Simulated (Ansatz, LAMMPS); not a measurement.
**S in place of O at several sites of glassy 30Al2O3-70P2O5 (mol %) (128 atoms)**

Aim: make S in place of O at several sites of glassy 30Al2O3-70P2O5 (mol %) (128 atoms), relax each, and compare their energies.

Calculated with Ansatz 0.2.0; Kohn-Sham DFT, PBE, PAW (set soft_2), plane waves.

## 1. Set-up

The cell holds 128 atoms: 12 Al, 28 P and 88 O. Cell: a = 11.925 Å, b = 11.925 Å, c = 11.925 Å, α = 90.0°, β = 90.0°, γ = 90.0°. 128 atoms (12 Al, 28 P, 88 O) placed at random at 2.49 g/cm³, melted at 4000 K for 10 ps at fixed volume with the Morse and Coulomb pair potential with partial charges (Pedone, Malavasi, Menziani, Cormack and Segre, J. Phys. Chem. B 110, 11780 (2006)). Quenched from 4000 K to 300 K at 100 K/ps and fixed volume, held 10 ps at zero pressure.

Limits known from the start: The quench rate of 100 K/ps is many orders above laboratory rates, so the cell is likely richer in defects and strain than a real sample. The starting topology of bonds comes from the classical model, and needn't be the one that DFT or experiment would give. Sampling is at Γ alone, for a cell whose shortest periodic width is 12 Å.

## 2. Single point at the start

The forces at the start show how far the geometry lies from a minimum of this functional.

Contents of input.yaml:

```yaml
crystal:
  lattice:
    - [11.92456, 0.0, 0.0]
    - [0.0, 11.92456, 0.0]
    - [0.0, 0.0, 11.92456]
  atoms:
    - { symbol: Al, position: [0.40352, 0.00251, 0.07009] }
    - { symbol: Al, position: [0.48665, 0.16024, 0.34584] }
    - { symbol: Al, position: [0.04839, 0.40761, 0.90686] }
    - { symbol: Al, position: [0.75034, 0.18927, 0.68677] }
    - { symbol: Al, position: [0.87025, 0.27061, 0.2912] }
    - { symbol: Al, position: [0.13159, 0.0289, 0.15609] }
    - { symbol: Al, position: [0.09422, 0.53065, 0.53963] }
    - { symbol: Al, position: [0.8899, 0.7445, 0.00063] }
    - { symbol: Al, position: [0.31869, 0.46952, 0.91287] }
    - { symbol: Al, position: [0.25948, 0.11899, 0.79054] }
    - { symbol: Al, position: [0.75576, 0.87913, 0.84793] }
    - { symbol: Al, position: [0.71032, 0.51198, 0.6246] }
    - { symbol: P, position: [0.34924, 0.91813, 0.3845] }
    - { symbol: P, position: [0.20267, 0.86115, 0.77325] }
    - { symbol: P, position: [0.50086, 0.35746, 0.53637] }
    - { symbol: P, position: [0.13602, 0.80114, 0.0158] }
    - { symbol: P, position: [0.94978, 0.21413, 0.05688] }
    - { symbol: P, position: [0.88069, 0.72614, 0.27543] }
    - { symbol: P, position: [0.78068, 0.51221, 0.37838] }
    - { symbol: P, position: [0.26744, 0.27195, 0.23355] }
    - { symbol: P, position: [0.52118, 0.79436, 0.94655] }
    - { symbol: P, position: [0.67853, 0.43214, 0.0599] }
    - { symbol: P, position: [0.48049, 0.139, 0.66455] }
    - { symbol: P, position: [0.63778, 0.04721, 0.15082] }
    - { symbol: P, position: [0.97333, 0.34107, 0.66433] }
    - { symbol: P, position: [0.33909, 0.23388, 0.99142] }
    - { symbol: P, position: [0.70084, 0.86019, 0.40054] }
    - { symbol: P, position: [0.82014, 0.53682, 0.87371] }
    - { symbol: P, position: [0.09293, 0.98833, 0.42256] }
    - { symbol: P, position: [0.63808, 0.76878, 0.6329] }
    - { symbol: P, position: [0.84219, 0.0637, 0.46204] }
    - { symbol: P, position: [0.47378, 0.58626, 0.10351] }
    [... 90 atom lines left out ...]
    - { symbol: O, position: [0.49568, 0.53381, 0.2305] }
    - { symbol: O, position: [0.09318, 0.91232, 0.06082] }
    - { symbol: O, position: [0.05367, 0.51123, 0.18965] }
    - { symbol: O, position: [0.09775, 0.82819, 0.70908] }
    - { symbol: O, position: [0.21939, 0.76778, 0.11213] }
    - { symbol: O, position: [0.9574, 0.00373, 0.45428] }
kpoints:
  mp_grid: { grid: [1, 1, 1] }
hamiltonian:
  xc: pbe
scf:
  occupations: { method: fixed }
output:
  forces: true
```

Command:

```
> ansatz run input.yaml --threads 4 --pin off --max-ram 8192MiB --backend cpu --events-out ev --progress --plain --runs-dir out
```

Numbers of over 12 decimals in the logs are rounded to 6 here.

Log:

```text
[...]
Pseudopotentials: kind: paw
Pseudopotential: Al, paw, valence charge 3, recommended cutoff 420 eV (normal), Al.paw.azcp
Pseudopotential: P, paw, valence charge 5, recommended cutoff 420 eV (normal), P.paw.azcp
Pseudopotential: O, paw, valence charge 6, recommended cutoff 420 eV (normal), O.paw.azcp
[... 5 lines on functional and potentials left out ...]
Crystal: 128 atoms, lattice volume = 1695.614 Å³
Basis set: ecut = 420 eV, 33131 PW (Γ), exchange–correlation on 160×160×160 points (8 copies of the dense FFT grid, shifted against one another)
Bands: 480, of which v1, the nominal top of the filled ones, is band 352 counted from 1 (351 counted from 0)
Symmetry: 1 space group operations
Space group: P1 (ITA 1), of the structure as read, at distance tolerance 1.2e-4 Å
k-points: 1
[... 7 lines on functional and potentials left out ...]
Initial density: superposition of atomic densities (neutral atoms: chi_scale 0, normalization atom), corrected by the library's trained network
Initial wavefunctions: pseudopotential atomic-orbital guess
[...]
SCF iter   1: F=—  HF=-77594.197822 eV  |F-HF|=—  |Δ(HF+E_count)|=         —  Δρ=5.12e-3  dr2=9.42e-1  ethr=1.77e-3  ⟨swp⟩=7.0  Hψ=1748  notcnv=0  defer=126
preconditioner: auto → Resta (q_TF=auto, 2.356 Å⁻¹)  ε∞=3.1  [insulator: Δε(μ)=1.773 eV  Ē_g=16.693 eV  n_scr=388 (ndim 8)  ℏωp=23.9 eV  f_vac=0.175  ε∞_Penn≈3.1]
SCF iter   2: F=—  HF=-77593.979839 eV  |F-HF|=—  |Δ(HF+E_count)|=   2.18e-1  Δρ=2.66e-3  dr2=2.44e-1  ethr=1.34e-4  ⟨swp⟩=3.0  Hψ=785  notcnv=0  defer=126
SCF iter   3: F=—  HF=-77593.918290 eV  |F-HF|=—  |Δ(HF+E_count)|=   6.15e-2  Δρ=1.40e-3  dr2=6.57e-2  ethr=3.47e-5  ⟨swp⟩=4.0  Hψ=649  notcnv=0  defer=108
automatic band count: iteration 3 solves 462 bands in place of 480: the levels show a gap, and the empty bands left out lie too high to hold charge; the band table lists the bands solved (type scf.n_extra_bands for more)
SCF iter   4: F=—  HF=-77593.896961 eV  |F-HF|=—  |Δ(HF+E_count)|=   2.13e-2  Δρ=6.00e-4  dr2=7.14e-3  ethr=9.34e-6  ⟨swp⟩=3.0  Hψ=776  notcnv=0  defer=108
SCF iter   5: F=—  HF=-77593.895700 eV  |F-HF|=—  |Δ(HF+E_count)|=   1.26e-3  Δρ=3.18e-4  dr2=1.52e-3  ethr=1.01e-6  ⟨swp⟩=3.0  Hψ=707  notcnv=0  defer=108
[...]
SCF iter  10: F=—  HF=-77593.895292 eV  |F-HF|=—  |Δ(HF+E_count)|=   1.15e-7  Δρ=3.31e-6  dr2=1.54e-7  ethr=9.06e-11  ⟨swp⟩=3.0  Hψ=857  notcnv=0  defer=108
SCF iter  11: F=-77593.895292 eV  HF=-77593.895292 eV  |F-HF|=4.99e-9  |Δ(HF+E_count)|=   1.01e-8  Δρ=7.57e-7  dr2=9.57e-9  ethr=1.42e-11  ⟨swp⟩=6.0  Hψ=1603  notcnv=0
SCF 1 converged in 11 iterations: F = -77593.895292 eV  dr2 = 9.57e-9
[...]
SCF converged after 11 iterations
Free energy (F): -77593.895292 eV
Harris-Foulkes:  -77593.895292 eV  (|F-HF|=4.99e-9)
Internal energy: -77593.895292 eV  (E = F + TS)
E sigma→0 (E₀):  -77593.895292 eV
Fermi energy:    4.700027 eV
--- Per-component energies (eV) ---
[...]
Σ components = -77593.895292   (vs F -77593.895292, Δ=0.00e0)
--- Forces (eV/Å), atoms counted from 1 ---
  atom   1  Al     0.29358097    -1.43670465    -0.94113520
  atom   2  Al    -0.18418989     0.83719757    -0.88695119
  atom   3  Al    -1.38310787     0.15499888    -1.58683050
  atom   4  Al    -1.28272969    -0.24667331     0.72986701
[...]
atom 128  O     -1.56601813    -0.20202856     0.56562663
  max |Σ_I F_I| component: 2.13e-4 eV/Å
```

Elapsed: 21 s, on 4 threads of Arm Neoverse V2, shared host; peak memory 2.1 GiB; 82 s of CPU time.

The r.m.s. force at the start is 1.4 eV/Å.

## 3. Relaxation

The atoms are relaxed in the fixed cell, aiming at the force tolerance of the input.

Contents of input.yaml:

```yaml
crystal:
  lattice:
    - [11.92456, 0.0, 0.0]
    - [0.0, 11.92456, 0.0]
    - [0.0, 0.0, 11.92456]
  atoms:
    [... the 128 atom lines of step 2 ...]
kpoints:
  mp_grid: { grid: [1, 1, 1] }
hamiltonian:
  xc: pbe
scf:
  occupations: { method: fixed }
output:
  forces: true
relax:
  f_tol: 0.05
  max_steps: 120
```

Log:

```text
[...]
Crystal: 128 atoms, lattice volume = 1695.614 Å³
Basis set: ecut = 420 eV, 33131 PW (Γ), exchange–correlation on 160×160×160 points (8 copies of the dense FFT grid, shifted against one another)
Bands: 480, of which v1, the nominal top of the filled ones, is band 352 counted from 1 (351 counted from 0)
Symmetry: 1 space group operations
[...]
k-points: 1
[...]
SCF iter   1: F=—  HF=-77594.197826 eV  |F-HF|=—  |Δ(HF+E_count)|=         —  Δρ=5.12e-3  dr2=9.42e-1  ethr=1.77e-3  ⟨swp⟩=7.0  Hψ=1748  notcnv=0  defer=126
[...]
SCF iter   7: F=-77593.895275 eV  HF=-77593.895291 eV  |F-HF|=1.53e-5  |Δ(HF+E_count)|=   3.73e-5  Δρ=4.85e-5  dr2=3.42e-5  ethr=8.88e-9  ⟨swp⟩=4.0  Hψ=1961  notcnv=0
SCF 1 converged in 7 iterations: F = -77593.895275 eV  dr2 = 3.42e-5
[...]
relax step   1: F+E_penalty+E_count = -77593.89527524 eV  Δ(F+E_penalty+E_count) = +0.000e0 eV  max|allowed force component| = 5.759e0 eV/Å  Δτ_max = 0.0000 Å  (7 SCF iters, dr2 threshold 6.25e-5 eV, accepted)
[... from here on, the SCF cycles and remarks between the steps are left out ...]
relax step   2: F+E_penalty+E_count = -77599.02507970 eV  Δ(F+E_penalty+E_count) = -5.130e0 eV  max|allowed force component| = 4.339e0 eV/Å  Δτ_max = 0.0922 Å  (7 SCF iters, dr2 threshold 1.00e-4 eV, accepted)
relax step   3: F+E_penalty+E_count = -77604.71131837 eV  Δ(F+E_penalty+E_count) = -5.686e0 eV  max|allowed force component| = 1.286e0 eV/Å  Δτ_max = 0.1941 Å  (7 SCF iters, dr2 threshold 1.00e-4 eV, accepted)
relax step   4: F+E_penalty+E_count = -77606.10091235 eV  Δ(F+E_penalty+E_count) = -1.390e0 eV  max|allowed force component| = 9.288e-1 eV/Å  Δτ_max = 0.2000 Å  (7 SCF iters, dr2 threshold 1.00e-4 eV, accepted)
relax step   5: F+E_penalty+E_count = -77606.82500645 eV  Δ(F+E_penalty+E_count) = -7.241e-1 eV  max|allowed force component| = 6.297e-1 eV/Å  Δτ_max = 0.2000 Å  (7 SCF iters, dr2 threshold 7.58e-5 eV, accepted)
relax step   6: F+E_penalty+E_count = -77607.12846723 eV  Δ(F+E_penalty+E_count) = -3.035e-1 eV  max|allowed force component| = 3.677e-1 eV/Å  Δτ_max = 0.2000 Å  (7 SCF iters, dr2 threshold 1.00e-4 eV, accepted)
relax step   7: F+E_penalty+E_count = -77607.32582897 eV  Δ(F+E_penalty+E_count) = -1.974e-1 eV  max|allowed force component| = 4.571e-1 eV/Å  Δτ_max = 0.2000 Å  (7 SCF iters, dr2 threshold 4.61e-5 eV, accepted)
relax step   8: F+E_penalty+E_count = -77607.67540057 eV  Δ(F+E_penalty+E_count) = -3.496e-1 eV  max|allowed force component| = 3.654e-1 eV/Å  Δτ_max = 0.2000 Å  (7 SCF iters, dr2 threshold 7.12e-5 eV, accepted)
relax step   9: F+E_penalty+E_count = -77607.89468878 eV  Δ(F+E_penalty+E_count) = -2.193e-1 eV  max|allowed force component| = 2.855e-1 eV/Å  Δτ_max = 0.2000 Å  (6 SCF iters, dr2 threshold 8.53e-5 eV, accepted)
relax step  10: F+E_penalty+E_count = -77608.05829263 eV  Δ(F+E_penalty+E_count) = -1.636e-1 eV  max|allowed force component| = 2.022e-1 eV/Å  Δτ_max = 0.2000 Å  (6 SCF iters, dr2 threshold 4.98e-5 eV, accepted)
relax step  11: F+E_penalty+E_count = -77608.20055991 eV  Δ(F+E_penalty+E_count) = -1.423e-1 eV  max|allowed force component| = 1.757e-1 eV/Å  Δτ_max = 0.2000 Å  (7 SCF iters, dr2 threshold 2.05e-5 eV, accepted)
relax step  12: F+E_penalty+E_count = -77608.34310481 eV  Δ(F+E_penalty+E_count) = -1.425e-1 eV  max|allowed force component| = 3.059e-1 eV/Å  Δτ_max = 0.2000 Å  (8 SCF iters, dr2 threshold 1.55e-5 eV, accepted)
relax step  13: F+E_penalty+E_count = -77608.52780947 eV  Δ(F+E_penalty+E_count) = -1.847e-1 eV  max|allowed force component| = 5.136e-1 eV/Å  Δτ_max = 0.2000 Å  (7 SCF iters, dr2 threshold 7.06e-5 eV, accepted)
relax step  14: F+E_penalty+E_count = -77608.71071115 eV  Δ(F+E_penalty+E_count) = -1.829e-1 eV  max|allowed force component| = 6.379e-1 eV/Å  Δτ_max = 0.1955 Å  (6 SCF iters, dr2 threshold 1.00e-4 eV, accepted)
relax step  15: F+E_penalty+E_count = -77608.89444330 eV  Δ(F+E_penalty+E_count) = -1.837e-1 eV  max|allowed force component| = 7.927e-1 eV/Å  Δτ_max = 0.2000 Å  (7 SCF iters, dr2 threshold 1.00e-4 eV, accepted)
relax step  16: F+E_penalty+E_count = -77609.00182814 eV  Δ(F+E_penalty+E_count) = -1.074e-1 eV  max|allowed force component| = 3.072e-1 eV/Å  Δτ_max = 0.2000 Å  (6 SCF iters, dr2 threshold 1.00e-4 eV, accepted)
relax step  17: F+E_penalty+E_count = -77608.97477680 eV  Δ(F+E_penalty+E_count) = +2.705e-2 eV  max|allowed force component| = 3.909e-1 eV/Å  Δτ_max = 0.2000 Å  (8 SCF iters, dr2 threshold 1.42e-5 eV, rejected (line search))
relax step  18: F+E_penalty+E_count = -77609.07762434 eV  Δ(F+E_penalty+E_count) = -7.580e-2 eV  max|allowed force component| = 1.260e-1 eV/Å  Δτ_max = 0.1000 Å  (10 SCF iters, accepted)
relax step  19: F+E_penalty+E_count = -77609.08685735 eV  Δ(F+E_penalty+E_count) = -9.233e-3 eV  max|allowed force component| = 1.424e-1 eV/Å  Δτ_max = 0.1000 Å  (9 SCF iters, accepted)
relax step  20: F+E_penalty+E_count = -77609.09212981 eV  Δ(F+E_penalty+E_count) = -5.272e-3 eV  max|allowed force component| = 7.618e-2 eV/Å  Δτ_max = 0.0302 Å  (6 SCF iters, dr2 threshold 3.41e-6 eV, accepted)
relax step  21: F+E_penalty+E_count = -77609.06776438 eV  Δ(F+E_penalty+E_count) = +2.437e-2 eV  max|allowed force component| = 2.312e-1 eV/Å  Δτ_max = 0.1459 Å  (9 SCF iters, rejected (line search))
relax step  22: F+E_penalty+E_count = -77609.09521694 eV  Δ(F+E_penalty+E_count) = -3.087e-3 eV  max|allowed force component| = 3.060e-2 eV/Å  Δτ_max = 0.0509 Å  (9 SCF iters, accepted)
SCF converged after 9 iterations
Free energy (F): -77609.095217 eV
[...]
Internal energy: -77609.095217 eV  (E = F + TS)
E sigma→0 (E₀):  -77609.095217 eV
Fermi energy:    3.421235 eV
[...]
Σ components = -77609.095217   (vs F -77609.095217, Δ=0.00e0)
--- Forces (eV/Å), atoms counted from 1 ---
  atom   1  Al     0.00404730    -0.00319793    -0.00592892
  atom   2  Al     0.00290393    -0.00187247     0.00029868
  atom   3  Al    -0.00934836     0.00657485     0.00213546
  atom   4  Al    -0.00713118     0.00176132     0.01214164
[...]
atom 128  O     -0.00791959     0.00654962    -0.00277809
  max |Σ_I F_I| component: 2.36e-4 eV/Å
--- Relaxed structure (22 steps of the walk, 20 accepted, 0 SCFs on fresh bases) ---
  F+E_penalty+E_count = -77609.09521694 eV   max|allowed force component| = 3.060e-2 eV/Å
  atoms:
    - { symbol: Al, position: [0.408698, 0.029974, 0.036130] }
    - { symbol: Al, position: [0.501137, 0.164695, 0.318891] }
    - { symbol: Al, position: [0.022829, 0.371822, 0.912209] }
    - { symbol: Al, position: [0.764878, 0.190611, 0.679843] }
[...]
- { symbol: O, position: [0.947066, -0.029820, 0.439300] }
```

Run time: 6 min. Hardware: 4 threads; peak memory 2.1 GiB.

The relaxation converged after 22 steps, 15.2 eV below its start, with a largest force component of 0.031 eV/Å.

(Continued in part 2 of 4.)

[Logs are printed without paths, hosts, clocks, repeated set-up lines and the standing remarks that a program may print on its own settings, such as how far it seeks lower states.]

[Hosts, paths, dates, database ids (printed as entryN), source tags and the programs' standing remarks are cut or masked in the printed files.]
